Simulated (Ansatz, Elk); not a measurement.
# RbRuF3: X-ray structure factors from the self-consistent density

Structure refinements treat a crystal as free atoms side by side. For a made-up structure of RbRuF3 (cell and positions from a PBEsol relaxation) the runs below show what the calculated density changes in F(hkl).

Main program and level: Elk 11.2.3 (patched build); DFT, PBE, all-electron APW+lo, Dirac cores, scalar-relativistic bands, static density, no spin.

The structure was built from a prototype and need not be the compound's stable phase.

### 1. Starting point

It takes space group Pm-3m (No. 221, cubic). The conventional cell has a = 4.184 Å, b = 4.184 Å, c = 4.184 Å, α = 90.00°, β = 90.00°, γ = 90.00°. Ru has 6 F at 2.09 Å nearest. Rb has 12 F at 2.96 Å nearest. Nearest to F lie 2 Ru at 2.09 Å and 4 Rb at 2.96 Å. Farther neighbours and most contacts between anions are not listed.

Coordinates:

```cif
data_structure
_symmetry_space_group_name_H-M 'P 1'
_symmetry_Int_Tables_number 1
_cell_length_a 4.1844
_cell_length_b 4.1844
_cell_length_c 4.1844
_cell_angle_alpha 90.000
_cell_angle_beta 90.000
_cell_angle_gamma 90.000
_cell_volume 73.27
loop_
_atom_site_label
_atom_site_type_symbol
_atom_site_fract_x
_atom_site_fract_y
_atom_site_fract_z
_atom_site_occupancy
Ru1 Ru 0.50000 0.50000 0.50000 1
Rb2 Rb 0.00000 0.00000 0.00000 1
F3 F 0.50000 0.00000 0.50000 1
F4 F 0.00000 0.50000 0.50000 1
F5 F 0.50000 0.50000 0.00000 1
```

### 2. Ground state and structure factors

An all-electron density is needed, since X-rays see the cores too. Task 0 finds the density and task 195 Fourier-transforms it; tshift is off so that phases refer to the origin typed.

File elk.in:

```
tasks
  0
  195

xctype
  20

spinpol
  .false.

rgkmax
  7.0

gmaxvr
  14.0

lmaxo
  7

lmaxapw
  8

swidth
  0.002

tshift
  .false.

ramdisk
  .false.

hmaxvr
  5.5

maxscl
  120

epspot
  1e-06

sppath
  './'

avec
  7.90743332528 -0.00000000000 -0.00000000000
  -0.00000000000 7.90743332528 0.00000000000
  -0.00000000000 0.00000000000 7.90743332528

atoms
  3
  'Ru.in'
  1
  0.5000000000 0.5000000000 0.5000000000   0.000000 0.000000 0.000000
  'Rb.in'
  1
  0.0000000000 0.0000000000 0.0000000000   0.000000 0.000000 0.000000
  'F.in'
  3
  0.5000000000 -0.0000000000 0.5000000000   0.000000 0.000000 0.000000
  0.0000000000 0.5000000000 0.5000000000   0.000000 0.000000 0.000000
  0.5000000000 0.5000000000 0.0000000000   0.000000 0.000000 0.000000

ngridk
  6 6 6
```

Run with:

```console
$ OMP_NUM_THREADS=4 elk
```

Numbers of over 12 decimals in the logs are rounded to 6 here.

The program printed:

```text
┌─────────────────────────┐
│ Elk code version 11.2.3 │
└─────────────────────────┘

All units are atomic (Hartree, Bohr, etc.)

┌─────────────────────────────────────────────────┐
│ Ground-state run starting from atomic densities │
└─────────────────────────────────────────────────┘

Lattice vectors :
   7.907433325      -0.000000000      -0.000000000
  -0.000000000       7.907433325       0.000000000
  -0.000000000       0.000000000       7.907433325

Reciprocal lattice vectors :
  0.7945922588       0.000000000       0.000000000
   0.000000000      0.7945922588       0.000000000
   0.000000000       0.000000000      0.7945922588

Unit cell volume      :    494.4320514
Brillouin zone volume :   0.5016871635

Muffin-tin inner radius fraction :   0.1000000000E-01

Nuclei treated as point charges

Species : 1 (Ru)
 parameters loaded from : Ru.in
 name : ruthenium
 nuclear charge    :   -44.00000000
 electronic charge :    44.00000000
 atomic mass :    184239.3393
 muffin-tin radius :    2.206448548
 number of radial points in muffin-tin :   1193
 inner part over the whole radius :   0.9907554955E-02
 number on inner part of muffin-tin    :    845
 approximate nuclear radius :   0.8462081736E-04
 number of mesh points to nuclear radius :    426
 atomic positions (lattice), magnetic fields (Cartesian) :
  1 :   0.50000000  0.50000000  0.50000000    0.00000000  0.00000000  0.00000000

Species : 2 (Rb)
 parameters loaded from : Rb.in
 name : rubidium
 nuclear charge    :   -37.00000000
 electronic charge :    37.00000000
 atomic mass :    155798.2686
 muffin-tin radius :    2.600000000
 number of radial points in muffin-tin :   1193
 inner part over the whole radius :   0.9947532429E-02
 number on inner part of muffin-tin    :    847
 approximate nuclear radius :   0.7999050501E-04
 number of mesh points to nuclear radius :    413
 atomic positions (lattice), magnetic fields (Cartesian) :
  1 :   0.00000000  0.00000000  0.00000000    0.00000000  0.00000000  0.00000000

Species : 3 (F)
 parameters loaded from : F.in
 name : fluorine
 nuclear charge    :   -9.000000000
 electronic charge :    9.000000000
 atomic mass :    34631.97045
 muffin-tin radius :    1.697268114
 number of radial points in muffin-tin :    593
 inner part over the whole radius :   0.9958055284E-02
 number on inner part of muffin-tin    :    408
 approximate nuclear radius :   0.5278478738E-04
 number of mesh points to nuclear radius :    176
 atomic positions (lattice), magnetic fields (Cartesian) :
  1 :   0.50000000  0.00000000  0.50000000    0.00000000  0.00000000  0.00000000
  2 :   0.00000000  0.50000000  0.50000000    0.00000000  0.00000000  0.00000000
  3 :   0.50000000  0.50000000  0.00000000    0.00000000  0.00000000  0.00000000

Total number of atoms per unit cell :    5
Total muffin-tin volume :    180.0591909
 ratio of muffin-tin to unit cell volume :   0.3641737836

Spin treatment :
 spin-unpolarised

Number of Bravais lattice symmetries :   48
Number of crystal symmetries         :   48
Crystal has inversion symmetry
Real symmetric eigensolver will be used

k-point grid :      6     6     6
k-point offset :    0.000000000       0.000000000       0.000000000
k-point set is reduced with full crystal symmetry group
Total number of k-points :       20

Muffin-tin radius times maximum |G+k| :    7.000000000
 using average radius
Maximum |G+k| for APW functions       :    3.535977549
Maximum (1/2)|G+k|²                   :    6.251568615
Maximum |G| for potential and density :    14.00000000
Constant for pseudocharge density :    9
 order of it for each species :   16  16  16
 order of it for pair densities of each species (exact exchange by exxq0 0: 17) :   12  16   5
Radial integration step length :    1

G-vector grid sizes :     36    36    36
Number of G-vectors :    22983

Maximum angular momentum used for
 APW functions            :    8
 outer part of muffin-tin :    7
 inner part of muffin-tin :    2

Total nuclear charge    :   -108.0000000
[...]
xc potential                :     -351.20955352210
 exchange                    :     -261.14667727859
 correlation                 :     -5.072075
 electron entropic           :    -0.70130989708105E-03
 total energy                :     -7814.4204630985

Density of states at Fermi energy :    51.95016963
 (states/Hartree/unit cell)

Estimated indirect band gap :   0.7891985482E-03
 from k-point 2 to k-point 3
Estimated direct band gap   :   0.1333259567E-01
 at k-point 2

Charges :
 core                        :    62.00000000
 valence                     :    46.00000000
 interstitial                :    5.428168792
 muffin-tins (core leakage)
  species : 1 (Ru)
   atom 1                    :    41.16432188     (  0.8591512781E-06)
  species : 2 (Rb)
[...]
species : 3 (F)
[...]
total in muffin-tins        :    102.5718312
 total calculated charge     :    107.9986869
 total charge                :    108.0000000
 error                       :   0.1313128498E-02

RMS change in Kohn-Sham potential (target) :   0.8883907588     (  0.1000000000E-05)
Absolute change in total energy (target)   :   0.5851813481     (  0.1000000000E-03)

[... loops 3 to 14 left out ...]

┌──────────────────┐
│ Loop number : 15 │
└──────────────────┘

Energies :
 Fermi                       :     0.218203
 sum of occupied eigenvalues :     -4601.3598488913
 electron kinetic            :      8080.8060262908
 core electron kinetic       :      7836.1208946786
 Coulomb                     :     -15627.847798390
 Coulomb potential           :     -12335.978347885
 nuclear-nuclear             :     -907.54818182480
 electron-nuclear            :     -17123.803623526
 Hartree                     :      2403.5040069606
 Madelung                    :     -9459.8586244473
 xc potential                :     -346.18752729710
 exchange                    :     -260.92674240175
 correlation                 :     -5.079657
 electron entropic           :    -0.12112790250888E-02
 total energy                :     -7813.0493829636

Density of states at Fermi energy :    89.65055455
 (states/Hartree/unit cell)

Estimated indirect band gap :   0.4051515368E-02
 from k-point 18 to k-point 5
Estimated direct band gap   :   0.5933480769E-02
 at k-point 19

Charges :
 core                        :    62.00000000
 valence                     :    46.00000000
 interstitial                :    5.538385186
 muffin-tins (core leakage)
  species : 1 (Ru)
[...]
species : 2 (Rb)
[...]
species : 3 (F)
[...]
total in muffin-tins        :    102.4616148
 total calculated charge     :    107.9985662
 total charge                :    108.0000000
 error                       :   0.1433843872E-02

RMS change in Kohn-Sham potential (target) :   0.2424004493E-06 (  0.1000000000E-05)
Absolute change in total energy (target)   :   0.2513023264E-04 (  0.1000000000E-03)

Convergence targets achieved

┌──────────────────┐
│ Loop number : 16 │
└──────────────────┘

Energies :
 Fermi                       :     0.218203
 sum of occupied eigenvalues :     -4601.3598313607
 electron kinetic            :      8080.8060441757
 core electron kinetic       :      7836.1209055982
 Coulomb                     :     -15627.847800702
 Coulomb potential           :     -12335.978348652
 nuclear-nuclear             :     -907.54818182480
 electron-nuclear            :     -17123.803626248
 Hartree                     :      2403.5040073708
 Madelung                    :     -9459.8586263757
 xc potential                :     -346.18752688392
 exchange                    :     -260.92674235093
 correlation                 :     -5.079657
 electron entropic           :    -0.12112795986524E-02
 total energy                :     -7813.0493673510

Density of states at Fermi energy :    89.65060885
 (states/Hartree/unit cell)

Estimated indirect band gap :   0.4051508587E-02
 from k-point 18 to k-point 5
Estimated direct band gap   :   0.5933481285E-02
 at k-point 19

Charges :
 core                        :    62.00000000
 valence                     :    46.00000000
 interstitial                :    5.538385328
 muffin-tins (core leakage)
  species : 1 (Ru)
[...]
species : 2 (Rb)
[...]
species : 3 (F)
   atom 1                    :    8.473527263     ( -0.2805517849E-06)
   atom 2                    :    8.473527263     ( -0.2805517849E-06)
   atom 3                    :    8.473527263     ( -0.2805517849E-06)
 total in muffin-tins        :    102.4616147
 total calculated charge     :    107.9985662
 total charge                :    108.0000000
 error                       :   0.1433844216E-02

┌──────────────────────────────┐
│ Self-consistent loop stopped │
└──────────────────────────────┘

Wrote STATE.OUT
```

Run time: 19 s. Hardware: 4 threads of Intel Xeon at 2.60GHz (Ice Lake), shared host; peak memory 0.19 GiB; 48 s of CPU time.

SFACRHO.OUT:

```text

h k l indices transformed by vhmat matrix:
   1.000000000       0.000000000       0.000000000    
   0.000000000       1.000000000       0.000000000    
   0.000000000       0.000000000       1.000000000    

      h      k      l  multipl.   |H|            Re(F)            Im(F)           |F|

      0      0      0      1   0.0000000       108.00000      0.94017263E-17   108.00000    
     -1      0      0      6  0.79459226      -14.703125     -0.28867011E-13   14.703125    
      1     -1      0     12   1.1237231       60.134483      0.72302895E-14   60.134483    
     -1     -1     -1      8   1.3762742       14.632186     -0.53007228E-13   14.632186    
      0      0     -2      6   1.5891845       78.792588      0.50293279E-13   78.792588    
     -1     -2      0     24   1.7767623      -10.616422     -0.75002045E-13   10.616422    
      1     -2      1     24   1.9463456       50.540633     -0.67709307E-14   50.540633    
      0      2     -2     12   2.2474463       65.663282     -0.11664406E-13   65.663282    
      0     -3      0      6   2.3837768      -8.0265682     -0.76802043E-13   8.0265682    
     -1      2     -2     24   2.3837768      -8.6482385     -0.11451726E-13   8.6482385    
      3      1      0     24   2.5127213       44.917379     -0.58496226E-13   44.917379    
      1     -3      1     24   2.6353644       7.5427177     -0.26730952E-13   7.5427177    
     -2      2      2      8   2.7525483       57.937986     -0.37482575E-13   57.937986    
     -3      2      0     24   2.8649431      -7.1105439     -0.40213657E-13   7.1105439    
     -3      1      2     48   2.9730920       41.716541      0.14802783E-13   41.716541    
      0     -4      0      6   3.1783690       51.900879      0.65703924E-13   51.900879    
      2     -2     -3     24   3.2761878      -6.5374799     -0.58867788E-13   6.5374799    
      4     -1      0     24   3.2761878      -6.0713297      0.76760615E-15   6.0713297
```

Elk indexes on the primitive cell of elk.in and gives |H| = 4π sin θ/λ in inverse bohr. Below, one row stands for each form hkl of the conventional cell (m members, Friedel mates merged), F is for one primitive cell and the density is static (no thermal factor). Free-atom factors are Waasmaier and Kirfel's, and R is Σm||F|−|F'||/Σm|F|.

```csv
hkl,m,sin θ/λ (Å⁻¹),"abs F, DFT",neutral atoms,diff.
100,6,0.119,14.703,14.680,+0.023
110,12,0.169,60.135,60.425,-0.290
111,8,0.207,14.632,14.116,+0.516
200,6,0.239,78.793,78.665,+0.127
210,24,0.267,10.616,10.603,+0.014
211,24,0.293,50.541,50.483,+0.057
220,12,0.338,65.663,65.533,+0.131
300,6,0.358,8.027,8.402,-0.375
221,24,0.358,8.648,8.402,+0.247
310,24,0.378,44.917,45.127,-0.209
311,24,0.396,7.543,7.556,-0.013
222,8,0.414,57.938,57.649,+0.289
320,24,0.431,7.111,7.049,+0.061
321,48,0.447,41.717,41.571,+0.146
400,6,0.478,51.901,52.310,-0.409
322,24,0.493,6.537,6.247,+0.291
410,24,0.493,6.071,6.247,-0.175
411,24,0.507,38.826,38.915,-0.089
330,12,0.507,38.983,38.915,+0.068
331,24,0.521,4.707,4.945,-0.238
420,24,0.534,48.322,48.389,-0.066
421,48,0.548,5.909,5.798,+0.111
```

### 3. The highest occupied states alone

An energy window below the Fermi level keeps the highest occupied states, to see at which angles they scatter; shallow core shells can lie inside it and anion s states outside. No new self-consistency is needed.

Changes to elk.in since step 2:

```diff
@@ -1,3 +1,2 @@
 tasks
-  0
   195
@@ -40,2 +39,5 @@
 
+wsfac
+  -0.149290 0.518200
+
 sppath
```

Run with:

```console
$ OMP_NUM_THREADS=4 elk
```

The program printed:

```text
┌─────────────────────────────────┐
│ Elk code version 11.2.3 started │
└─────────────────────────────────┘

Info(readinput): the functional depends on the density's gradient
 muffin-tin radial points multiplied by    2.00000
 (not where nrmtscf is given)

┌────────────────────┐
│ Current task : 195 │
└────────────────────┘
Info(checkmt): changed muffin-tin radius of species 1 (Ru) from   2.6000 to   2.2064
Info(checkmt): changed muffin-tin radius of species 3 (F) from   2.0000 to   1.6973

Info(sfacrho): density structure factors written to SFACRHO.OUT

 Energy window :  -0.1492900000      0.5182000000

┌──────────────────┐
│ Elk code stopped │
└──────────────────┘
```

It took 6.3 s on 4 threads; peak memory 0.16 GiB; 8.2 s of CPU time.

States within 10 eV below the Fermi level hold 24.00 electrons; any levels below the window count with the cores. Their amplitudes can exceed the total, where window and core parts have opposite phase:

```csv
hkl,sin θ/λ (Å⁻¹),"abs F, window","abs F, all"
100,0.119,9.223,14.703
110,0.169,0.263,60.135
111,0.207,7.762,14.632
200,0.239,10.756,78.793
210,0.267,3.907,10.616
211,0.293,1.109,50.541
220,0.338,6.215,65.663
300,0.358,1.600,8.027
221,0.358,2.265,8.648
310,0.378,1.481,44.917
```

### 4. Another functional

The difference from free atoms is small, so it is set against the change that PBEsol makes.

Changes to elk.in since step 3:

```diff
@@ -1,2 +1,3 @@
 tasks
+  0
   195
@@ -4,3 +5,3 @@
 xctype
-  20
+  22
 
@@ -39,5 +40,2 @@
 
-wsfac
-  -0.149290 0.518200
-
 sppath
```

Run with:

```console
$ OMP_NUM_THREADS=4 elk
```

The program printed:

```text
┌─────────────────────────┐
│ Elk code version 11.2.3 │
└─────────────────────────┘

All units are atomic (Hartree, Bohr, etc.)

┌─────────────────────────────────────────────────┐
│ Ground-state run starting from atomic densities │
└─────────────────────────────────────────────────┘

Lattice vectors :
   7.907433325      -0.000000000      -0.000000000
  -0.000000000       7.907433325       0.000000000
  -0.000000000       0.000000000       7.907433325

Reciprocal lattice vectors :
  0.7945922588       0.000000000       0.000000000
[...]
interstitial                :    5.611110519
 muffin-tins (core leakage)
  species : 1 (Ru)
[...]
species : 2 (Rb)
[...]
species : 3 (F)
[...]
atom 2                    :    8.454005153     ( -0.2804710575E-06)
   atom 3                    :    8.454005153     ( -0.2804710575E-06)
 total in muffin-tins        :    102.3888895
 total calculated charge     :    107.9985631
 total charge                :    108.0000000
 error                       :   0.1436924724E-02

┌──────────────────────────────┐
│ Self-consistent loop stopped │
└──────────────────────────────┘

Wrote STATE.OUT
[key lines of the parts left out:]
total energy                :     -7808.0363787423
```

Wall time 18 s (4 threads); peak memory 0.19 GiB; 46 s of CPU time.

Against the first run R = 0.06 %; the largest change is -0.069 at 200.

### 5. Basis size

The basis and the expansions that go with it are enlarged, to see whether the differences are converged.

Changes to elk.in since step 4:

```diff
@@ -5,3 +5,3 @@
 xctype
-  22
+  20
 
@@ -11,12 +11,12 @@
 rgkmax
-  7.0
+  8.5
 
 gmaxvr
-  14.0
+  18.0
 
 lmaxo
-  7
+  9
 
 lmaxapw
-  8
+  10
```

Run with:

```console
$ OMP_NUM_THREADS=4 elk
```

The program printed:

```text
┌─────────────────────────┐
│ Elk code version 11.2.3 │
└─────────────────────────┘

All units are atomic (Hartree, Bohr, etc.)

┌─────────────────────────────────────────────────┐
│ Ground-state run starting from atomic densities │
└─────────────────────────────────────────────────┘

Lattice vectors :
   7.907433325      -0.000000000      -0.000000000
  -0.000000000       7.907433325       0.000000000
  -0.000000000       0.000000000       7.907433325

Reciprocal lattice vectors :
  0.7945922588       0.000000000       0.000000000
[...]
interstitial                :    5.498633275
 muffin-tins (core leakage)
  species : 1 (Ru)
[...]
species : 2 (Rb)
[...]
species : 3 (F)
[...]
atom 2                    :    8.483431719     ( -0.2805501351E-06)
   atom 3                    :    8.483431719     ( -0.2805501351E-06)
 total in muffin-tins        :    102.5013667
 total calculated charge     :    108.0000739
 total charge                :    108.0000000
 error                       :   0.7388691023E-04

┌──────────────────────────────┐
│ Self-consistent loop stopped │
└──────────────────────────────┘

Wrote STATE.OUT
[key lines of the parts left out:]
total energy                :     -7813.0749042929
```

The job ended after 45 s (4 threads; peak memory 0.36 GiB).

Against the first run R = 0.02 %; the largest change is -0.016 at 500.

### 6. Settings against the effect

```csv
run,R against the first run (%),"R against neutral atoms, low angle (%)",wall time
"PBE, rgkmax 7",0.00,0.36,19 s
PBEsol,0.06,0.32,18 s
rgkmax 8.5 with larger expansions,0.02,0.37,45 s
```

### 7. What came out

```json
{
  "R against neutral atoms, sin θ/λ < 0.3 Å⁻¹": "0.36 %",
  "R against neutral atoms, 0.3 to 0.81 Å⁻¹": "0.67 %"
}
```

**Reading.** Independent neutral atoms miss the calculated amplitudes by R = 0.36 % below 0.3 Å⁻¹ and 0.67 % from there to 0.81 Å⁻¹; by shells, 0.16 % below 0.15 Å⁻¹ (1 form), 0.36 % 0.15 to 0.3 (5 forms), 0.52 % 0.3 to 0.45 (8 forms), 0.71 % above 0.45 (40 forms). Bonding, aspherical density and the tables' own atoms all enter these figures, and the runs don't part them. The largest change of an amplitude is -0.54 electrons, at 500. The window's part falls from 24.0 electrons at the origin to at most 2.11 between 0.45 and 0.81 Å⁻¹, where compact states inside the window still scatter. Below 0.3 Å⁻¹ the changes that finished (PBEsol and rgkmax 8.5 with larger expansions) move F by R = 0.05 % at most, against the 0.36 % that separates it from free atoms. The k-mesh has no finished test. These runs have no spin, though d or f shells may be open. Part of the difference isn't bonding: the tables are fits to free atoms and ions calculated by other methods than this functional. Thermal motion, anomalous dispersion and extinction are left out.

[Logs are printed without paths, hosts, clocks, repeated set-up lines and the standing remarks that a program may print on its own settings, such as how far it seeks lower states.]

[Hosts, paths, dates, database ids (printed as entryN), source tags and the programs' standing remarks are cut or masked in the printed files.]
